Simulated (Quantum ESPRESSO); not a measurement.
# Magnetic state of FeI2 from several starts, part 2 of 2

Wanted: the moments of FeI2 and the energy of each order that was tried.

Quantum ESPRESSO 7.5; LDA; plane waves with GBRV 1.5 LDA potentials, no spin-orbit coupling.

So far, absolute magnetization (μB): step 2 (start 1: ferro +) 4.01.

The database entry behind the starting cell has ideal inner coordinates that were not refined, so it need not match the best structure at ambient conditions.

**3. Run 2, typed as antiferro q=(0,1/2,0) +−**

The cell is doubled to 6 atoms to hold this order. The wavevector q is in fractions of the reciprocal vectors of the crystal's primitive cell, as the cells of these inputs are built from it; moments change sign between cells as cos(2π q·R).

Contents of pw.in:

```
&CONTROL
  calculation = 'scf'
  prefix = 'pwscf'
  outdir = './tmp'
  pseudo_dir = './pseudo'
  disk_io = 'nowf'
/
&SYSTEM
  ibrav = 0
  celldm(1) = 8
  nat = 6
  ntyp = 3
  ecutwfc = 40
  ecutrho = 280
  nbnd = 40
  occupations = 'smearing'
  smearing = 'fd'
  degauss = 0.00367493
  nspin = 2
  starting_magnetization(1) = 0.25
  starting_magnetization(2) = -0.25
  starting_magnetization(3) = 0
/
&ELECTRONS
  conv_thr = 1.2d-08
  electron_maxstep = 150
  mixing_beta = 0.3
/
ATOMIC_SPECIES
Fe1    55.8450 fe_lda_v1.5.uspp.F.UPF
Fe2    55.8450 fe_lda_v1.5.uspp.F.UPF
I     126.9045 i_lda_v1.uspp.F.UPF
CELL_PARAMETERS alat
   0.9543116929360    0.0000000000000    0.0000000000000
  -0.9543116929360    1.6529163384274    0.0000000000000
   0.0000000000000    0.0000000000000    1.5944564176530
ATOMIC_POSITIONS crystal
Fe1     0.0000000000    0.0000000000    0.0000000000
Fe2     0.0000000000    0.5000000000    0.0000000000
I       0.3333333333    0.3333333334    0.2500000000
I       0.3333333333    0.8333333333    0.2500000000
I       0.6666666667    0.1666666666    0.7500000000
I       0.6666666667    0.6666666666    0.7500000000
K_POINTS automatic
6 3 6 0 0 0
```

Run with:

```console
$ OMP_NUM_THREADS=1 mpirun -n 4 pw.x -nk 4 -in pw.in > pw.out
```

What it wrote:

```text
[banner, memory and clock lines left out]
Program PWSCF v.7.5 starts

     Message from routine setup:
     using ibrav=0 with symmetry is DISCOURAGED, use correct ibrav instead

     bravais-lattice index     =            0
     lattice parameter (alat)  =       8.0000  a.u.
     unit-cell volume          =    1287.7268 (a.u.)^3
     number of atoms/cell      =            6
     number of atomic types    =            3
     number of electrons       =        60.00
     number of Kohn-Sham states=           40
     kinetic-energy cutoff     =      40.0000  Ry
     charge density cutoff     =     280.0000  Ry
     scf convergence threshold =      1.2E-08
     mixing beta               =       0.3000
     number of iterations used =            8  plain     mixing
     Exchange-correlation= SLA  PZ   NOGX NOGC
                           (   1   1   0   0   0   0   0)

     celldm(1)=   8.000000  celldm(2)=   0.000000  celldm(3)=   0.000000
     celldm(4)=   0.000000  celldm(5)=   0.000000  celldm(6)=   0.000000

     crystal axes: (cart. coord. in units of alat)
               a(1) = (   0.954312   0.000000   0.000000 )
               a(2) = (  -0.954312   1.652916   0.000000 )
               a(3) = (   0.000000   0.000000   1.594456 )

     reciprocal axes: (cart. coord. in units 2 pi/alat)
               b(1) = (  1.047876  0.604991 -0.000000 )
               b(2) = (  0.000000  0.604991  0.000000 )
               b(3) = (  0.000000 -0.000000  0.627173 )

     PseudoPot. # 1 for Fe read from file:
     fe_lda_v1.5.uspp.F.UPF
     Pseudo is Ultrasoft + core correction, Zval = 16.0

     PseudoPot. # 2 for Fe read from file:
     fe_lda_v1.5.uspp.F.UPF
     Pseudo is Ultrasoft + core correction, Zval = 16.0

     PseudoPot. # 3 for I  read from file:
     i_lda_v1.uspp.F.UPF
     Pseudo is Ultrasoft + core correction, Zval =  7.0

     atomic species   valence    mass     pseudopotential
     Fe1              16.00    55.84500     Fe( 1.00)
     Fe2              16.00    55.84500     Fe( 1.00)
     I                 7.00   126.90450     I ( 1.00)

     Starting magnetic structure
     atomic species   magnetization
     Fe1             0.250
     Fe2            -0.250
     I               0.000

      4 Sym. Ops., with inversion, found

   Cartesian axes

     site n.     atom                  positions (alat units)
         1        Fe1    tau(   1) = (   0.0000000   0.0000000   0.0000000  )
         2        Fe2    tau(   2) = (  -0.4771558   0.8264582   0.0000000  )
         3        I      tau(   3) = (  -0.0000000   0.5509721   0.3986141  )
         4        I      tau(   4) = (  -0.4771558   1.3774303   0.3986141  )
         5        I      tau(   5) = (   0.4771558   0.2754861   1.1958423  )
         6        I      tau(   6) = (   0.0000000   1.1019442   1.1958423  )

     number of k points=    40  Fermi-Dirac smearing, width (Ry)=  0.0037
                       cart. coord. in units 2pi/alat
        k(    1) = (   0.0000000   0.0000000   0.0000000), wk =   0.0092593
        k(    2) = (   0.0000000   0.0000000   0.1045288), wk =   0.0185185
        k(    3) = (   0.0000000   0.0000000   0.2090577), wk =   0.0185185
        k(    4) = (   0.0000000   0.0000000  -0.3135865), wk =   0.0092593
        k(    5) = (   0.0000000   0.2016638   0.0000000), wk =   0.0185185
        [... 35 further k-points ...]

     Dense  grid:   101841 G-vectors     FFT dimensions: (  45,  81,  72)

     Smooth grid:    43929 G-vectors     FFT dimensions: (  32,  64,  54)

     Check: negative core charge=   -0.000011
     Generating pointlists ...
     new r_m :   0.2805 (alat units)  2.2442 (a.u.) for type    1
     new r_m :   0.2805 (alat units)  2.2442 (a.u.) for type    2
     new r_m :   0.2805 (alat units)  2.2442 (a.u.) for type    3

     Initial potential from superposition of free atoms

     starting charge      57.9996, renormalised to      60.0000
     Starting wfcs are   42 randomized atomic wfcs

     Self-consistent Calculation

     iteration #  1     ecut=    40.00 Ry     beta= 0.30
     Davidson diagonalization with overlap
     ethr =  1.00E-02,  avg # of iterations =  3.2

     total energy              =    -759.00320598 Ry
     estimated scf accuracy    <       1.11321847 Ry

     total magnetization       =     0.00 Bohr mag/cell
     absolute magnetization    =     6.16 Bohr mag/cell

     iteration #  2     ecut=    40.00 Ry     beta= 0.30
     Davidson diagonalization with overlap
     ethr =  1.86E-03,  avg # of iterations =  3.6

     total energy              =    -759.24287012 Ry
     estimated scf accuracy    <       1.24106408 Ry

     total magnetization       =    -0.01 Bohr mag/cell
     absolute magnetization    =     7.88 Bohr mag/cell

     [... further iterations left out ...]

     iteration # 15     ecut=    40.00 Ry     beta= 0.30
     Davidson diagonalization with overlap
     ethr =  2.48E-10,  avg # of iterations =  2.9

     total energy              =    -759.34438140 Ry
     estimated scf accuracy    <       0.00000003 Ry

     total magnetization       =    -0.00 Bohr mag/cell
     absolute magnetization    =     7.25 Bohr mag/cell

     iteration # 16     ecut=    40.00 Ry     beta= 0.30
     Davidson diagonalization with overlap
     ethr =  5.23E-11,  avg # of iterations =  3.9

     Magnetic moment per site  (integrated on atomic sphere of radius R)
     atom   1 (R=0.281)  charge= 14.7150  magn=  3.3803
     atom   2 (R=0.281)  charge= 14.7151  magn= -3.3804
     atom   3 (R=0.281)  charge=  4.5147  magn= -0.0390
     atom   4 (R=0.281)  charge=  4.5150  magn=  0.0390
     atom   5 (R=0.281)  charge=  4.5150  magn=  0.0390
     atom   6 (R=0.281)  charge=  4.5147  magn= -0.0390

     End of self-consistent calculation

     [... lines left out ...]
     the Fermi energy is     5.6805 ev

!    total energy              =    -759.34438141 Ry
     estimated scf accuracy    <          3.0E-09 Ry
     smearing contrib. (-TS)   =      -0.00898828 Ry
     internal energy E=F+TS    =    -759.33539313 Ry

     The total energy is F=E-TS. E is the sum of the following terms:
     one-electron contribution =    -511.03096418 Ry
     hartree contribution      =     273.62659541 Ry
     xc contribution           =    -247.25086810 Ry
     ewald contribution        =    -274.68015626 Ry

     total magnetization       =    -0.00 Bohr mag/cell
     absolute magnetization    =     7.25 Bohr mag/cell

     convergence has been achieved in  16 iterations
```

Wall time 1.8 min (4 MPI ranks of Arm Neoverse V2, shared host); peak memory 1 GiB.

Spin moment in the atom's sphere by atom:

```
atom  spin moment in the atom's sphere (μB)
 Fe1                                   3.38
 Fe2                                  -3.38
  I3                                  -0.04
  I4                                   0.04
  I5                                   0.04
  I6                                  -0.04
```

Read from the output:

```
smearing term TS       : 0.1223 eV
magnetization          : 0 μB
absolute magnetization : 7.254 μB
final state            : antiferromagnetic
```

**4. Run 3, typed as no spin polarisation**

Contents of pw.in:

```
&CONTROL
  calculation = 'scf'
  prefix = 'pwscf'
  outdir = './tmp'
  pseudo_dir = './pseudo'
  disk_io = 'nowf'
/
&SYSTEM
  ibrav = 0
  celldm(1) = 8
  nat = 3
  ntyp = 2
  ecutwfc = 40
  ecutrho = 280
  nbnd = 22
  occupations = 'smearing'
  smearing = 'fd'
  degauss = 0.00367493
/
&ELECTRONS
  conv_thr = 6d-09
  electron_maxstep = 150
  mixing_beta = 0.3
/
ATOMIC_SPECIES
Fe     55.8450 fe_lda_v1.5.uspp.F.UPF
I     126.9045 i_lda_v1.uspp.F.UPF
CELL_PARAMETERS alat
   0.9543116929360    0.0000000000000    0.0000000000000
  -0.4771558464680    0.8264581692137    0.0000000000000
   0.0000000000000    0.0000000000000    1.5944564176530
ATOMIC_POSITIONS crystal
Fe      0.0000000000    0.0000000000    0.0000000000
I       0.3333333333    0.6666666667    0.2500000000
I       0.6666666667    0.3333333333    0.7500000000
K_POINTS automatic
6 6 6 0 0 0
```

What it wrote:

```text
     [... lines left out ...]
Program PWSCF v.7.5 starts
     [... lines left out ...]
     number of atoms/cell      =            3
     [... lines left out ...]
     number of electrons       =        30.00
     number of Kohn-Sham states=           22
     kinetic-energy cutoff     =      40.0000  Ry
     charge density cutoff     =     280.0000  Ry
     scf convergence threshold =      6.0E-09
     [... lines left out ...]
     12 Sym. Ops., with inversion, found
     [... lines left out ...]
     number of k points=    34  Fermi-Dirac smearing, width (Ry)=  0.0037
     [... lines left out ...]
     iteration # 14     ecut=    40.00 Ry     beta= 0.30
     [... lines left out ...]
     the Fermi energy is     5.6587 ev
!    total energy              =    -379.58548492 Ry
     estimated scf accuracy    <          2.1E-09 Ry
     smearing contrib. (-TS)   =      -0.00284610 Ry
     [... lines left out ...]
     convergence has been achieved in  14 iterations
```

Run time: 12 s. Hardware: 4 MPI ranks; peak memory 0.33 GiB.

Read from the output:

| Quantity | Value |
| --- | --- |
| smearing term TS | 0.03872 eV |
| final state | non-magnetic (no spin polarisation) |

**5. Energies of the orders**

An order is kept where moments of 0.15 μB or more survive with the typed signs; meshes match where a doubled cell samples the same k points as the first cell.

Orders:

```
                   start        final state  typed order kept  energy over the lowest (meV a seeded atom)  largest site moment (μB)  net moment (μB a cell of the first run)  mesh matched  CPU time (s)
                 ferro +      ferromagnetic               yes                                           0                     3.442                                        4           yes         75.82
antiferro q=(0,1/2,0) +-  antiferromagnetic               yes                                        42.4                      3.38                                        0           yes         426.5
    no spin polarisation       non-magnetic                 -                                        1222                         0                                        0           yes         48.25
```

**6. Summary of results**

```
lowest state found      : ferromagnetic (from ferro +)
largest site moment     : 3.44 μB
next state with moments : antiferromagnetic, 42.4 meV a seeded atom higher
state without moments   : 1222 meV a seeded atom higher
```

**Reading.** Forming the moments gains more than four times the spread of the orders, as local moments do. The smearing terms TS of the orders run from 34 to 61 meV a seeded atom, so the differences would change at a smaller width: an order with a larger TS is lowered more by the smearing. This is the lowest of 3 collinear or spinless starts, no proof of the ground state. The smearing term is large for its width, so states at the Fermi level are partly filled: at this level the cell is a metal or has a gap of a few widths at most.

[Logs and program files are shortened in this print: banners, set-up blocks, solver, clock and traceback lines can be left out without a mark of their own.]

[Logs are printed without paths, hosts, clocks, repeated set-up lines and the standing remarks that a program may print on its own settings, such as how far it seeks lower states.]

[Hosts, paths, dates, database ids (printed as entryN), source tags and the programs' standing remarks are cut or masked in the printed files.]

[Where a cell is said to come from a database of computed structures, the database is the Materials Project.]
